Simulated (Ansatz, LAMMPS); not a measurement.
## Molecular dynamics of free surface of ionic liquid triethylsulfonium formate with water at 340 K (81 atoms)

How do the atoms of free surface of ionic liquid triethylsulfonium formate with water at 340 K (81 atoms) move, and what local order do they keep?

Method: Kohn-Sham DFT, PBE+D3(BJ), PAW (set soft_2), plane waves, in Ansatz 0.2.0.

**1. Set-up**

The cell holds 81 atoms: 21 C, 3 S, 50 H and 7 O. Cell: a = 8.574 Å, b = 8.574 Å, c = 21.346 Å, α = 90.0°, β = 90.0°, γ = 90.0°. 3 triethylsulfonium, 3 formate, 1 H2O placed at random, at 1.02 g/cm³, as a film with 10 Å of vacuum; overlaps pushed apart, then 10 ps at 390 K with MMFF94 bonds, angles, torsions, charges and radii (Halgren, J. Comput. Chem. 17, 490 (1996)) in harmonic and 12-6 forms; SPC/E water (Berendsen, Grigera and Straatsma, J. Phys. Chem. 91, 6269 (1987)); charges of ions scaled by 0.8. Snapshot after 30 ps at 340 K and fixed volume. Vacuum lies along c.

Before any run, some limits are plain. The network of contacts between molecules at the start is that of the classical potential that made the cell. The Brillouin zone is sampled at Γ only, in a cell whose shortest periodic width is 9 Å.

**2. Single point at the start**

A single point comes first, to see the forces before anything moves.

input.yaml reads:

```yaml
crystal:
  lattice:
    - [8.57364, 0.0, 0.0]
    - [0.0, 8.57364, 0.0]
    - [0.0, 0.0, 21.34624]
  atoms:
    - { symbol: C, position: [0.48119, 0.40165, 0.43835] }
    - { symbol: C, position: [0.50702, 0.48219, 0.50107] }
    - { symbol: S, position: [0.7172, 0.4592, 0.52765] }
    - { symbol: C, position: [0.6858, 0.58942, 0.59653] }
    [... 71 atom lines left out ...]
    - { symbol: C, position: [0.93551, 0.13734, 0.98133] }
    - { symbol: O, position: [0.87922, 0.99976, 0.9856] }
    - { symbol: H, position: [0.85064, 0.23628, 0.98449] }
    - { symbol: O, position: [0.83198, 0.79678, 0.90082] }
    - { symbol: H, position: [0.8529, 0.8677, 0.93706] }
    - { symbol: H, position: [0.9237, 0.7974, 0.87189] }
kpoints:
  mp_grid: { grid: [1, 1, 1] }
hamiltonian:
  xc: pbe
  dispersion: d3bj
scf:
  occupations: { method: fermi_dirac, width: 0.025 }
output:
  forces: true
```

On the command line:

```
$ ansatz run input.yaml --threads 4 --pin off --max-ram 8192MiB --backend cpu --events-out ev --progress --plain --runs-dir out
```

Run time: 5.5 s. Hardware: 4 threads of Arm Neoverse V2, shared host; peak memory 1.3 GiB.

The run gave:

| Quantity | Value |
| --- | --- |
| free energy | -12745.6963 eV |
| free energy per atom | -157.3543 eV/atom |
| SCF cycles | 10 |
| r.m.s. force component | 0.9289 eV/Å |
| longest force | 3.332 eV/Å |
| Fermi energy | -0.6146 eV |

The r.m.s. force component of 0.93 eV/Å sets the starting point.

Neighbours are counted within 1.34 Å (H-C), 1.21 Å (H-O), 1.85 Å (C-C), 1.68 Å (C-O), 2.21 Å (C-S).

Length of the force by element and coordination:

```
element  coordination  atoms  mean length of the force (eV/Å)  spread  least   most
      C           all     21                             1.83   0.715  0.919   3.33
      C             3      3                             2.05   0.370   1.76   2.57
      C             4     18                             1.80   0.752  0.919   3.33
      H           all     50                             1.17   0.709  0.229   3.31
      O           all      7                             1.22   0.280  0.783   1.53
      O             1      6                             1.29   0.233  0.888   1.53
      O             2      1                            0.783       0  0.783  0.783
      S           all      3                             2.78   0.264   2.57   3.16
```

**3. Dynamics started at 340 K**

Without a thermostat the total energy must stay constant, which tests forces and time step. The time step is 0.5 fs, short enough for the stretching of bonds to hydrogen.

Edit input.yaml of step 2 so:

```diff
@@ -16 +16,8 @@
   forces: true
+md:
+  timestep: 0.5
+  n_steps: 700
+  ensemble: nve
+  temperature: 340
+  initial_velocities: maxwell_boltzmann
+  seed: 5984
```

Elapsed: 32 min, on 4 threads; peak memory 1.3 GiB; 2 h of CPU time.

The program notes that it switched symmetry off.

The trajectory, sampled:

```
time (fs)  T (K)  potential (meV/atom)  conserved (meV/atom)
      0.0    340                   0.0                  0.00
     23.5    441                 -12.9                 -0.01
     46.5    419                 -10.1                 -0.04
     70.0    419                 -10.2                 -0.08
     93.5    384                  -5.7                 -0.06
    116.5    465                 -16.0                 -0.06
    140.0    427                 -11.1                  0.00
    163.5    481                 -18.0                 -0.01
    186.5    468                 -16.3                 -0.03
    210.0    439                 -12.7                 -0.05
    233.5    453                 -14.4                 -0.06
    256.5    407                  -8.6                  0.00
    280.0    392                  -6.7                 -0.01
    303.5    460                 -15.4                 -0.08
    326.5    427                 -11.1                 -0.05
    350.0    413                  -9.3                  0.01
```

Mean square displacement from the first frame to the last: C 1.5 Å², S 1.3 Å², H 2.1 Å², O 2.9 Å².

Table of mean square displacement by time lag:

```
time lag (fs)  C (Å²)  H (Å²)  O (Å²)   S (Å²)
          0.5  2.3e-5  2.6e-4  2.2e-5   1.0e-5
         15.0  0.0130  0.0830  0.0162  0.00782
         22.0  0.0221   0.102  0.0321   0.0151
         36.5  0.0507   0.217  0.0817   0.0337
         51.0  0.0891   0.343   0.153   0.0550
         65.5   0.134   0.490   0.246   0.0797
         73.0   0.160   0.555   0.300   0.0937
         87.5   0.216   0.673   0.412    0.121
        102.0   0.276   0.766   0.538    0.153
        109.5   0.312   0.816   0.608    0.172
        124.0   0.387   0.894   0.745    0.213
        138.5   0.467   0.960   0.887    0.255
        153.0   0.551    1.05    1.04    0.298
        160.0   0.592    1.07    1.11    0.321
        175.0   0.683    1.16    1.27    0.378
```

The drift taken off is the plain mean over atoms, not the centre of mass, so with hydrogen in the cell the heavy atoms' values at short lags are too large.

Over the second half of 350 fs the temperature averages 438 K with swings of 21 K r.m.s. The conserved energy stays within 0.13 meV/atom. From first frame to last O has the largest mean square displacement, 2.9 Å² at the end; the farthest move is 3.37 Å. The mean temperature of 438 K lies well off the 340 K of the input: without a thermostat, the energy that the start releases heats the cell. The run spans 0.35 ps, too short for its means to be equilibrium values.

**4. Distances and neighbours late in the run**

The g(r) is a mean over the second half; what follows it is taken at the last frame.

Bonds before and after, by the cutoffs listed below:

```
pair  bonds before  bonds after  mean before (Å)  mean after (Å)  spread before (Å)  spread after (Å)
 H-C            48           48            1.088           1.103              0.035             0.038
 H-O             2            2            1.000           0.959              0.000             0.002
 C-C             9            9            1.516           1.537              0.015             0.041
 C-O             6            6            1.260           1.276              0.018             0.031
 C-S             9            9            1.842           1.813              0.038             0.034
```

Mean of 14 frames; normalised to the volume that the atoms fill. g(r), total and by pair (bins of 0.2 Å):

```
r (Å)  total   H-H    H-C   H-O   H-S   C-C    C-O
 0.90   0.16  0.00   0.00  1.51  0.00  0.00   0.00
 1.10   5.71  0.00  17.40  1.18  0.00  0.00   0.33
 1.30   0.54  0.01   0.04  0.00  0.00  0.00  11.54
 1.50   0.60  0.13   0.00  0.08  0.00  8.07   0.00
 1.70   1.21  2.75   0.00  0.48  0.00  0.06   0.00
 1.90   1.04  1.65   0.07  1.03  0.00  0.00   0.00
 2.10   1.19  0.39   2.34  2.67  0.14  0.00   0.00
 2.30   1.41  1.00   1.81  0.73  6.43  0.00   0.00
 2.50   1.00  1.64   0.27  1.06  3.69  0.00   0.04
 2.70   1.06  1.29   0.73  1.02  1.23  0.55   0.21
 2.90   1.23  1.14   1.10  1.08  2.29  1.61   0.96
 3.10   1.25  1.40   1.13  1.42  1.86  0.35   1.77
 3.30   0.93  0.83   0.94  1.30  0.83  0.95   1.37
 3.50   0.98  0.88   1.04  1.16  0.86  0.96   1.37
 3.70   1.11  0.99   1.16  1.41  1.59  0.92   1.39
 3.90   1.15  1.17   1.09  1.46  0.53  1.27   1.77
 4.10   1.11  1.10   1.13  1.19  0.41  1.48   1.65
 4.30   1.06  1.03   1.12  1.14  0.53  1.41   0.94
 4.50   1.11  1.18   1.19  1.03  0.42  1.18   1.14
 4.70   1.10  1.16   1.11  1.01  0.49  1.50   1.19
 4.90   1.14  1.16   1.17  1.19  0.70  1.23   1.27
 5.10   1.05  1.05   1.11  1.02  0.75  1.04   1.12
 5.30   0.93  0.93   0.95  1.07  0.56  0.67   1.11
 5.50   0.97  0.95   0.99  1.09  0.89  0.80   1.09
 5.70   0.99  0.97   0.95  1.08  1.41  0.77   1.18
 5.90   1.00  1.04   0.91  1.08  1.24  0.96   0.93
 6.10   0.94  1.02   0.84  0.89  1.06  0.95   0.99
 6.30   0.91  0.98   0.85  0.87  1.00  0.82   0.77
```

Bonds by pair of elements; cutoffs follow the first minimum of g(r), held within bounds set by covalent radii, and pairs that aren't listed don't count as bonded:

```
pair A-B  cutoff (Å)  bonds  mean length (Å)  spread (Å)  shortest (Å)  B about A  A about B
     H-C        1.34     48             1.10       0.038          1.03       0.96       2.29
     H-O        1.21      2            0.959       0.002         0.957       0.04      0.286
     C-C        1.85      9             1.54       0.041          1.48      0.857      0.857
     C-O        1.73      6             1.28       0.031          1.25      0.286      0.857
     C-S        2.21      9             1.81       0.034          1.76      0.429          3
```

How many atoms have how many bonded neighbours:

```
element  mean   1  2  3   4
      C  3.86   0  0  3  18
      H     1  50  0  0   0
      O  1.14   6  1  0   0
      S     3   0  0  3   0
```

Bond angles (no mean is given where the spread exceeds 20°):

```
angle  count  mean (°)  spread (°)
C-C-H     45       111         5.7
H-C-H     36       108           6
H-C-S     18       105         7.1
C-C-S      9       113         4.2
C-S-C      9       106         4.7
```

Bond length by coordination (bonds to H left out):

```
element  coordination  atoms  mean bond length (Å)
      C             3      3                  1.28
      C             4     18                  1.63
      O             1      6                  1.28
```

Counting bonds as in the table, 86 % of C atoms have 4, all H atoms have 1, 86 % of O atoms have 1 and all S atoms have 3 bonded neighbours. The C-C-H angle averages 111° with a spread of 6°.

**5. Single point at the last frame**

The last frame is solved again with fuller output, to read the electronic structure of a thermally displaced geometry.

input.yaml reads:

```yaml
crystal:
  lattice:
    - [8.57364, 0.0, 0.0]
    - [0.0, 8.57364, 0.0]
    - [0.0, 0.0, 21.34624]
  atoms:
    - { symbol: C, position: [0.48346, 0.34049, 0.49957] }
    - { symbol: C, position: [0.5305, 0.48289, 0.53641] }
    - { symbol: S, position: [0.7217, 0.46034, 0.57362] }
    - { symbol: C, position: [0.74374, 0.6469, 0.61552] }
    [... 71 atom lines left out ...]
    - { symbol: C, position: [0.80938, 0.0176, 0.00213] }
    - { symbol: O, position: [0.74004, 0.99671, 0.9509] }
    - { symbol: H, position: [0.72813, 0.01735, 0.04354] }
    - { symbol: O, position: [0.77393, 0.7614, 0.88088] }
    - { symbol: H, position: [0.76766, 0.83971, 0.9127] }
    - { symbol: H, position: [0.84688, 0.78773, 0.84838] }
kpoints:
  mp_grid: { grid: [1, 1, 1] }
hamiltonian:
  xc: pbe
  dispersion: d3bj
scf:
  occupations: { method: fermi_dirac, width: 0.025 }
output:
  forces: true
  populations: intrinsic
  dos:
    method: { smearing: { sigma: 0.08 } }
    de: 0.1
    projected: { site_lists: { C: [C], H: [H], O: [O], S: [S] } }
  eigenvalues: true
  write_density: true
  write_potential: true
  volumetric_format: npy
  elf: true
```

Elapsed: 8.8 s, on 4 threads; peak memory 1.3 GiB; 33 s of CPU time.

The program notes that the exchange-correlation potential is rough where the density is thin.

The run gave:

- free energy: -12746.4486 eV
- free energy per atom: -157.3636 eV/atom
- SCF cycles: 10
- r.m.s. force component: 0.996 eV/Å
- longest force: 4.117 eV/Å
- Fermi energy: -0.5866 eV
- gap (highest filled to lowest empty level): 3.004 eV

Neighbours are counted within 1.34 Å (H-C), 1.21 Å (H-O), 1.85 Å (C-C), 1.73 Å (C-O), 2.21 Å (C-S), the cutoffs taken from the dynamics.

Length of the force by element and coordination:

```
element  coordination  atoms  mean length of the force (eV/Å)  spread  least  most
      C           all     21                             2.32    1.00  0.773  4.12
      C             3      3                             2.19   0.364   1.69  2.56
      C             4     18                             2.35    1.07  0.773  4.12
      H           all     50                             1.12   0.619  0.232  2.82
      O           all      7                             1.44   0.980  0.350  2.69
      O             1      6                             1.23   0.903  0.350  2.51
      O             2      1                             2.69       0   2.69  2.69
      S           all      3                            0.915   0.356  0.480  1.35
```

Intrinsic-atomic-orbital charges by element and coordination:

```
element  coordination  atoms  mean charge (e)  spread   least    most
      C           all     21           -0.361   0.296  -0.569   0.362
      C             3      3            0.352  0.0116   0.336   0.362
      C             4     18           -0.479    0.06  -0.569  -0.391
      H           all     50            0.198   0.054  0.0418   0.381
      O           all      7           -0.646  0.0904  -0.862  -0.586
      O             1      6           -0.610  0.0217  -0.642  -0.586
      O             2      1           -0.862       0  -0.862  -0.862
      S           all      3            0.738  0.0476   0.701   0.805
```

States in the cell by windows of 1 eV, zero at the Fermi level; the larger projections on atomic orbitals stand beside the total:

```
from (eV)  to (eV)  total   C p  H s  O p  S p  C s
      -14      -13    4.0   0.7  1.3  0.0  0.3  1.6
      -13      -12    8.0   1.4  2.6  0.0  0.6  3.3
      -12      -11    6.0   1.7  1.7  0.0  0.3  1.4
      -11      -10    1.8   0.3  0.4  0.7  0.0  0.2
      -10       -9   15.2   6.9  3.4  1.5  1.3  1.0
       -9       -8   17.4  10.5  4.0  0.6  1.7  0.3
       -8       -7   14.2   8.5  3.3  1.4  0.3  0.1
       -7       -6   29.2  15.7  6.4  4.5  1.1  0.1
       -6       -5   28.8  14.1  7.0  4.8  1.8  0.1
       -5       -4   11.4   3.6  2.6  1.9  2.7  0.1
       -4       -3    0.8   0.0  0.0  0.8  0.0  0.0
       -3       -2    9.1   0.2  0.1  8.7  0.0  0.0
       -2       -1   10.0   0.2  1.0  8.5  0.0  0.1
       -1        1    0.0   0.0  0.0  0.0  0.0  0.0
        1        2    5.4   1.5  0.5  0.0  1.8  0.6
        2        3   15.6   3.2  2.9  0.2  2.4  1.8
        3        4   22.4   5.3  4.4  1.8  0.8  1.6
        4        5   28.2   3.8  6.4  0.4  0.3  1.6
```

The curve was stored every 0.100 eV, coarse against its broadening of 0.08 eV, so these counts are rough.

Between -23 and -14 eV lie 38 more states.

The levels nearest the highest filled one (over half full), pooled over k-points and spins:

```
level less the highest filled one (eV)  occupation
                                -0.621           2
                                -0.452           2
                                -0.285           2
                                -0.241           2
                               -0.0555           2
                                     0           2
                                  3.00           0
                                  3.15           0
                                  3.44           0
                                  3.57           0
                                  3.60           0
                                  3.67           0
```

Planar average of the electrostatic potential energy along the normal, with the Fermi level as zero, after a running mean with a triangular window 4 Å wide at its base:

```
height (Å)  potential energy (eV)
       0.0                  -1.54
       0.6                  -0.50
       1.2                   0.85
       1.8                   2.03
       2.4                   2.78
       3.0                   3.12
       3.7                   3.23
       4.3                   3.26
       4.9                   3.28
       5.5                   3.29
       6.1                   3.31
       6.7                   3.32
       7.3                   3.33
       7.9                   3.33
       8.4                   3.27
       9.0                   3.09
       9.6                   2.70
      10.2                   2.10
      11.0                   1.10
      11.6                   0.28
      12.2                  -0.49
      12.7                  -0.89
      13.3                  -0.77
      13.9                  -0.04
      14.5                   0.88
      15.1                   1.15
      15.7                   0.52
      16.3                  -0.88
      16.9                  -2.10
      17.5                  -2.42
      18.2                  -1.73
      18.8                  -1.05
      19.4                  -0.95
      20.0                  -1.41
      20.6                  -1.81
      21.2                  -1.69
```

Mean intrinsic-atomic-orbital charges: C -0.36, H +0.20, O -0.65, S +0.74 e.

**6. Outcome**

* mean temperature, second half: 437.9 K
* temperature swing, second half: 21 K
* slope of the conserved energy against time, by least squares: -0.0033 meV/atom/ps
* free energy per atom: -157.3636 eV/atom
* r.m.s. force component: 0.996 eV/Å
* gap (highest filled to lowest empty level): 3.004 eV
* wall time of the 3 DFT runs: 32 min

In words: Over the second half of 350 fs the temperature averages 438 K with swings of 21 K r.m.s. The conserved energy stays within 0.13 meV/atom. The mean temperature of 438 K lies well off the 340 K of the input: without a thermostat, the energy that the start releases heats the cell. The run spans 0.35 ps, too short for its means to be equilibrium values. Counting bonds as in the table, 86 % of C atoms have 4, all H atoms have 1, 86 % of O atoms have 1 and all S atoms have 3 bonded neighbours. Between filled and empty levels lie 3.00 eV (at Γ alone); a semilocal functional tends to put such gaps too low.

What to keep in mind: The network of contacts between molecules at the start is that of the classical potential that made the cell; DFT moved the atoms only locally, and no bond changed.

[Logs are printed without paths, hosts, clocks, repeated set-up lines and the standing remarks that a program may print on its own settings, such as how far it seeks lower states.]

[Hosts, paths, dates, database ids (printed as entryN), source tags and the programs' standing remarks are cut or masked in the printed files.]

[The MMFF94 radii named for the starting cell were scaled by 0.96; in molecules described by MMFF94, hydrogen bound to N, O or S took a small fixed 12-6 site in their place.]
